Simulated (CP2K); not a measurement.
Consider cyanoallene at its PBE geometry (Å).

```xyz
8

C    -1.6948    0.1714    0.0082
C    -0.4401   -0.1589   -0.1064
C     0.8307   -0.5000   -0.2245
C     1.8901    0.3227    0.2590
N     2.7795    0.9725    0.6457
H    -2.2009    0.7485   -0.7688
H    -2.2756   -0.1129    0.8883
H     1.1111   -1.4434   -0.7016
```

Method: CP2K XAS_TDP, all-electron GAPW, PBEh(45%), aug-cc-pVDZ, TDA, GW2X-corrected core level, no relativity.

**Question.** Where do the N K-edge lines lie, and how strong are they?

Leading lines: N5 400.52 eV. The leading line of an atom is its first one with 35 % of the strongest within 2.5 eV of its lowest line over the strength cut. Core ionisation energies at this level: N5 406.08 eV.

The first six lines of each atom with a strength over 0.0015:

```csv
atom,energy (eV),states,"strength, one atom",above the computed threshold
N5 (bonded to C),400.52,1,0.0460,
,400.91,1,0.0542,
,404.43,1,0.0019,
,405.51,1,0.0057,
,405.83,1,0.0035,
,406.76,1,0.0023,yes
```

Lines are vertical, at one geometry, with no vibrational structure. GW2X ionisation energies and lines can be off by 1 to 2 eV either way, and a good line position may hide errors that cancel. These values hold no scalar relativity, about 0.2 eV for N 1s. Rydberg lines, and the discretised continuum above threshold, depend on the basis and the box.

[Banner, clock and machine lines of the logs are left out without a mark of their own.]

[Logs are printed without paths, hosts, clocks, repeated set-up lines and the standing remarks that a program may print on its own settings, such as how far it seeks lower states.]

[Hosts, paths, dates, database ids (printed as entryN), source tags and the programs' standing remarks are cut or masked in the printed files.]
